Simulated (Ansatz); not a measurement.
In doubt: masses and optical values from hybrid runs of this build are listed as unsure, which bears on the screening that GW takes from such a start.

Rows from a G0W0 calculation on SiBPC (zincblende [110] superlattice) (Pmm2) (Ansatz 0.2.0; G0W0 on HSE06, plane waves, PAW; PAW set soft_1; 4×4×4 mesh, 51 empty bands, screening to 63 eV, PAW set soft_1 files), in eV. Spin-orbit coupling is left out.

The structure was built from a prototype and need not be the compound's stable phase.

```csv
row,k,band,start,Σx,Σc at the solution,Vxc
A,Γ,c2,12.176,-7.046,-4.030,-11.382
B,"(-0.500, 0.000, -0.500)",c2,11.250,-6.434,-3.841,-10.504
C,Γ,v1,9.579,-17.131,1.837,-15.611
D,Γ,c1,10.652,-7.415,-3.827,-11.540
E,"(-0.500, 0.000, -0.500)",v1,4.911,-17.754,3.178,-15.011
F,"(-0.500, 0.000, -0.500)",c1,10.003,-7.626,-3.664,-11.578
```

Q: Give the quasiparticle energies and the shift of each level.

The quasiparticle equation reads E = start + Σx + Σc(E) − Vxc.

```csv
row,E (eV),shift (eV)
A,12.482,+0.306
B,11.479,+0.229
C,9.896,+0.317
D,10.949,+0.297
E,5.347,+0.435
F,10.291,+0.288
```

The gap over the computed points goes from 0.42 eV to 0.39 eV.

Limits: not at the basis limit; coarse k mesh.

[Paths, hosts, dates, memory and timing lines, banners, echoed tables and standing remarks are left out of the program output.]

[Logs are printed without paths, hosts, clocks, repeated set-up lines and the standing remarks that a program may print on its own settings, such as how far it seeks lower states.]

[Runs of the session that timed out or met a known fault of the program may be left out.]

[Cells called generated may have been cut or substituted from an entry of the Crystallography Open Database or the Materials Project.]

[Hosts, paths, dates, database ids (printed as entryN), source tags and the programs' standing remarks are cut or masked in the printed files.]
